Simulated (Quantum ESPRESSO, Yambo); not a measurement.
# Quasiparticle gap of OsClF (1T monolayer (Janus)) in Yambo, part 2 of 3

Wanted: ground state, empty states, screening and self-energy for OsClF (1T monolayer (Janus)).

Quantum ESPRESSO 7.5 and Yambo 5.3.0; PBE and many-body steps on it, plane waves. Known limits of the many-body steps: not at the basis limit; no spin polarisation; d states lean on the start; no spin-orbit coupling.

So far. Step 2 (Ground state): The gap is indirect, with the least direct gap 0.35 eV higher. Step 3 (Bands along the symmetry lines): The gap is 1.331 eV, −0.009 eV from the run before at this level.

## (4) Empty states on the mesh, 9×9×1 mesh, 94 bands

Level of this step: DFT, PBE, plane waves, norm-conserving pseudopotentials (Quantum ESPRESSO).

The sums over transitions need many empty states on a uniform mesh; this step solves for them.

File pw.in:

```
&control
  calculation = 'nscf'
  prefix = 'x'
  outdir = 'o'
  pseudo_dir = 'pseudo'
/
&system
  ibrav = 0
  nat = 3
  ntyp = 3
  ecutwfc = 72.0
  nbnd = 94
  force_symmorphic = .true.
/
&electrons
  conv_thr = 1e-9
  electron_maxstep = 80
  diago_full_acc = .true.
  diago_thr_init = 5e-6
/
ATOMIC_SPECIES
  Os 190.23 Os.upf
  F 18.998 F.upf
  Cl 35.45 Cl.upf
CELL_PARAMETERS angstrom
  3.4865083883 -0.0000000001 0.0000000000
  -1.7432541941 3.0194048348 0.0000000000
  0.0000000000 0.0000000000 14.0000000000
ATOMIC_POSITIONS crystal
  Os 0.0000000000 0.0000000000 0.4997666318
  F 0.3333333333 0.6666666667 0.5757877442
  Cl 0.6666666667 0.3333333333 0.4244456239
K_POINTS automatic
  9 9 1 0 0 0
```

On the command line:

```sh
$ OMP_NUM_THREADS=1 mpirun -n 4 pw.x -nk 4 -in pw.in > pw.out
```

The program printed:

```text
[banner, memory and clock lines left out]
Program PWSCF v.7.5 starts

     Atomic positions and unit cell read from directory:
     o/x.save/

     Message from routine setup:
     using ibrav=0 with symmetry is DISCOURAGED, use correct ibrav instead

     G-vector sticks info

     bravais-lattice index     =            0
     lattice parameter (alat)  =       6.5885  a.u.
     unit-cell volume          =     994.5731 (a.u.)^3
     number of atoms/cell      =            3
     number of atomic types    =            3
     number of electrons       =        30.00
     number of Kohn-Sham states=           94
     kinetic-energy cutoff     =      72.0000  Ry
     charge density cutoff     =     288.0000  Ry
     Exchange-correlation= PBE
                           (   1   4   3   4   0   0   0)

     celldm(1)=   6.588546  celldm(2)=   0.000000  celldm(3)=   0.000000
     celldm(4)=   0.000000  celldm(5)=   0.000000  celldm(6)=   0.000000

     crystal axes: (cart. coord. in units of alat)
               a(1) = (   1.000000  -0.000000   0.000000 )
               a(2) = (  -0.500000   0.866025   0.000000 )
               a(3) = (   0.000000   0.000000   4.015479 )

     reciprocal axes: (cart. coord. in units 2 pi/alat)
               b(1) = (  1.000000  0.577350 -0.000000 )
               b(2) = (  0.000000  1.154701 -0.000000 )
               b(3) = ( -0.000000 -0.000000  0.249036 )
     Pseudo is Norm-conserving + core correction, Zval = 16.0
     Generated using ONCVPSP code by D. R. Hamann
     Using radial grid of 1344 points,  8 beta functions with:
     Pseudo is Norm-conserving + core correction, Zval =  7.0
     Generated using ONCVPSP code by D. R. Hamann
     Using radial grid of  832 points,  5 beta functions with:
     Pseudo is Norm-conserving + core correction, Zval =  7.0
     Generated using ONCVPSP code by D. R. Hamann
     Using radial grid of 1028 points,  6 beta functions with:
     Os               16.00   190.23000     Os( 1.00)
     F                 7.00    18.99800     F ( 1.00)
     Cl                7.00    35.45000     Cl( 1.00)

      6 Sym. Ops. (no inversion) found

   Cartesian axes

     site n.     atom                  positions (alat units)
         1        Os     tau(   1) = (   0.0000000   0.0000000   2.0068022  )
         2        F      tau(   2) = (  -0.0000000   0.5773503   2.3120634  )
         3        Cl     tau(   3) = (   0.5000000   0.2886751   1.7043523  )

     number of k points=    12
                       cart. coord. in units 2pi/alat
        k(    1) = (   0.0000000   0.0000000   0.0000000), wk =   0.0246914
        k(    2) = (   0.0000000   0.1283001   0.0000000), wk =   0.1481481
        k(    3) = (   0.0000000   0.2566001   0.0000000), wk =   0.1481481
[...]
k(   11) = (   0.2222222   0.5132002   0.0000000), wk =   0.2962963
        k(   12) = (   0.3333333   0.5773503   0.0000000), wk =   0.0493827

     Dense  grid:    82061 G-vectors     FFT dimensions: (  36,  36, 144)

     The potential is recalculated from file :
     o/x.save/charge-density

     Starting wfcs are   18 randomized atomic wfcs +   76 random wfcs

     Band Structure Calculation

     End of band structure calculation

          k = 0.0000 0.0000 0.0000 ( 10169 PWs)   bands (ev):

   -85.3995 -44.9276 -44.9276 -44.6345 -23.9063 -18.1145  -7.3009  -7.3009
    -7.2481  -4.8060  -4.8060  -4.6449  -1.1240  -1.1240   0.1368   2.6546
     2.6546   2.8823   4.4818   4.9638   5.7092   7.0585   8.3857   9.9945
[...]
34.7825  34.7825  34.8629  36.4747  36.4748  37.7389

          k = 0.0000 0.1283 0.0000 ( 10223 PWs)   bands (ev):

[...]
35.5957  35.8135  36.4335  36.7606  37.2469  37.4697

          k = 0.0000 0.2566 0.0000 ( 10237 PWs)   bands (ev):

[...]
30.4022  30.5797  30.9500  31.2797  31.6092  32.0192  32.0621  32.4957
    32.7708  33.1054  33.7551  34.0457  34.5696  34.9176  35.0495  35.6717
    36.1417  36.4741  36.6867  37.0660  37.8801  38.4261

          k = 0.0000 0.3849 0.0000 ( 10282 PWs)   bands (ev):

     [... further k-points ...]

     highest occupied, lowest unoccupied level (ev):     0.1958    1.5204

     XML data file, pseudopotentials, collected wavefunctions
```

It took 20 s on 4 MPI ranks of Arm Neoverse V2, shared host; peak memory 0.6 GiB.

Numbers from this step:

```yaml
gap: 1.325 eV
k_of_the_valence_top: 0, 0.1111, 0
k_of_the_conduction_bottom: 0.2222, 0.2222, 0
least_direct_gap: 1.693 eV
k_points_computed: 12
lowest_point_of_the_top_converged_band_above_the_valence_top: 37.27 eV
```

On this mesh the gap is 1.325 eV.

## (5) Conversion and set-up

This step: Yambo 5.3.0; conversion and set-up on PBE, plane waves, norm-conserving pseudopotentials.

The states are converted to the many-body program's format and the q mesh is built.

On the command line:

```sh
$ (cd o/x.save; p2y > p2y.log; mv SAVE ../..); yambo > setup.log
```

The program printed:

```text
 Yambo, version 5.3.0

 [02] CORE Variables Setup
 =========================

  [02.01] Unit cells
  ==================

  Cell kind             :  HCP
  Atoms in the cell     :  Os  F  Cl
  number of Os atoms    :  1
  number of F  atoms    :  1
  number of Cl atoms    :  1

  List of atomic masses
  Mass of Os    :  190.2300
  Mass of F     :  18.99800
  Mass of Cl    :  35.45000

  List of atomic coordinates    : [cc]
  Os1       :   0.00000   0.00000  13.22191  order 1
  F1       : -0.26644E-09   3.8039       15.233      order 2
  Cl1       :   3.29427   1.90195  11.22920  order 3

  Alat factors          :   6.58855   5.70585  26.45617 [a.u.]
  Direct lattice volume :  994.5731 [a.u.]
  Direct lattice vectors:  A[ 1 ]  A[ 2 ]  A[ 3 ]
   A[ 1 ]:   1.0000     -0.33119E-10   0.0000      [iru]
    6.5885     -0.18897E-09   0.0000      [cc]
   A[ 2 ]: -0.500000  1.000000  0.000000  [iru]
  -3.294273  5.705848  0.000000  [cc]
   A[ 3 ]:  0.000000  0.000000  1.000000  [iru]
    0.00000   0.00000  26.45617  [cc]

  Recip. lattice volume :  0.249404 [a.u.]
  Recip. lattice vectors:  B[ 1 ]  B[ 2 ]  B[ 3 ]
   B[ 1 ]:  1.000000  0.500000  0.000000  [iku]
   0.953653  0.550592 -0.000000  [cc]
   B[ 2 ]:  0.33119E-10   1.0000       0.0000      [iku]
   0.31584E-10   1.1012      -0.0000      [cc]
   B[ 3 ]:  0.000000  0.000000  1.000000  [iku]
  -0.000000 -0.000000  0.237494  [cc]

  [02.02] Symmetries
  ==================

  Inversion symmetry    : yes
  Spatial inversion     : no
  Inversion index       :   7
  K-space Time-reversal : yes
  Magnetic symmetries   : no
  Time-reversal derived K-space symmetries:   7  12
  Group table correct   : yes
  Symmetries units      :  [cc]

   [S  1]:   1.0000      0.15046E-26   0.0000      0.17792E-16   1.0000       0.0000       0.0000       0.0000       1.0000
   [S  2]: -0.500000  0.866025  0.000000 -0.866025 -0.500000  0.000000  0.000000  0.000000  1.000000
   [S  3]: -0.500000 -0.866025  0.000000  0.866025 -0.500000  0.000000  0.000000  0.000000  1.000000
   [S  4]:  -1.0000      0.57364E-10   0.0000      0.33119E-10   1.0000       0.0000       0.0000       0.0000       1.0000
   [S  5]:  0.500000  0.866025  0.000000  0.866025 -0.500000  0.000000  0.000000  0.000000  1.000000
   [S  6]:  0.500000 -0.866025  0.000000 -0.866025 -0.500000  0.000000  0.000000  0.000000  1.000000
   [S* 7]:  -1.0000     -0.15046E-26  -0.0000     -0.17792E-16  -1.0000      -0.0000      -0.0000      -0.0000      -1.0000
   [S* 8]:  0.500000 -0.866025 -0.000000  0.866025  0.500000 -0.000000 -0.000000 -0.000000 -1.000000
   [S* 9]:  0.500000  0.866025 -0.000000 -0.866025  0.500000 -0.000000 -0.000000 -0.000000 -1.000000
   [S*10]:   1.0000     -0.57364E-10  -0.0000     -0.33119E-10  -1.0000      -0.0000      -0.0000      -0.0000      -1.0000
   [S*11]: -0.500000 -0.866025 -0.000000 -0.866025  0.500000 -0.000000 -0.000000 -0.000000 -1.000000
[...]
WF components:  10223
  K [ 3]         [rlu]:  0.60404E-28  0.22222       0.0000
         WF components:  10237
[...]
K [ 8]         [rlu]:  0.111111  0.333333  0.000000
[...]
K [ 9]         [rlu]:  0.111111  0.444444  0.000000
[...]
K [10]         [rlu]:  0.222222  0.222222  0.000000
[...]
K [11]         [rlu]:  0.222222  0.333333  0.000000
         WF components:  10287
  K [12]         [rlu]:  0.333333  0.333333  0.000000
         WF components:  10299

  [02.05] Energies & Occupations
  ==============================

  [X] === General ===
  [X] Electronic Temperature                        :  0.000000  0.000000 [eV K]
  [X] Bosonic    Temperature                        :  0.000000  0.000000 [eV K]
  [X] Finite Temperature mode                       : no
  [X] El. density                                   :  0.20355E+24 [cm-3]
  [X] Fermi Level                                   :  0.195825 [eV]

  [X] === Gaps and Widths ===
  [X] Conduction Band Min                           :  1.324621 [eV]
  [X] Valence Band Max                              :  0.000000 [eV]
  [X] Filled Bands                                  :  15
  [X] Empty Bands                                   :   16   94
  [X] Direct Gap                                    :  1.692569 [eV]
  [X] Direct Gap localized at k                     :  10
  [X] Indirect Gap                                  :  1.324621 [eV]
  [X] Indirect Gap between kpts                     :   2  10
  [X] Last valence band width                       :  0.392972 [eV]
  [X] 1st conduction band width                     :  1.134148 [eV]

  E @ K [ 1]:  [eV]
  -85.59529 -45.12339 -45.12339 -44.83030 -24.10208 -18.31034  -7.49668  -7.49668
[...]
occ @ K [ 1]
[...]
E @ K [ 2]:  [eV]
[...]
occ @ K [ 2]
[...]
E @ K [ 3]:  [eV]
[...]
occ @ K [ 3]
[...]
E @ K [ 8]:  [eV]
[...]
occ @ K [ 8]
[...]
E @ K [ 9]:  [eV]
[...]
occ @ K [ 9]
[...]
E @ K [10]:  [eV]
[...]
occ @ K [10]
[...]
E @ K [11]:  [eV]
[...]
occ @ K [11]
[...]
E @ K [12]:  [eV]
[...]
occ @ K [12]
[...]
0.000000  0.000000  0.000000  0.000000  0.000000  0.000000  0.000000  0.000000
   0.000000  0.000000  0.000000  0.000000  0.000000  0.000000  0.000000  0.000000

 [03] Transferred momenta grid and indexing
 ==========================================

 IBZ Q-points                                      :  12
 BZ  Q-points                                      :   81

 K/Q-points units:
 rlu = crystal or reduced units; cc = cartesian coordinates; iku = interal k-units

 Q [ 1]         [rlu]:  0.000000  0.000000  0.000000
 Q [ 2]         [rlu]:  0.22827E-17  0.11111       0.0000
 Q [ 3]         [rlu]:  0.45655E-17  0.22222       0.0000
[...]
Q [ 8]         [rlu]:  0.111111  0.333333  0.000000
 Q [ 9]         [rlu]:  0.111111  0.444444  0.000000
 Q [10]         [rlu]:  0.222222  0.222222  0.000000
 Q [11]         [rlu]:  0.222222  0.333333  0.000000
 Q [12]         [rlu]:  0.333333  0.333333  0.000000

  [03.01] X indexes
  =================

   [03.01.01] Sigma indexes
   ========================

 [06] Game Over & Game summary
```

The job ended after 3.1 s (1 MPI rank; peak memory 0.25 GiB).

[end of part 2 of 3]

[Paths, hosts, dates, memory and timing lines, banners, echoed tables and standing remarks are left out of the program output.]

[Logs are printed without paths, hosts, clocks, repeated set-up lines and the standing remarks that a program may print on its own settings, such as how far it seeks lower states.]

[Runs of the session that timed out or met a known fault of the program may be left out.]

[Hosts, paths, dates, database ids (printed as entryN), source tags and the programs' standing remarks are cut or masked in the printed files.]
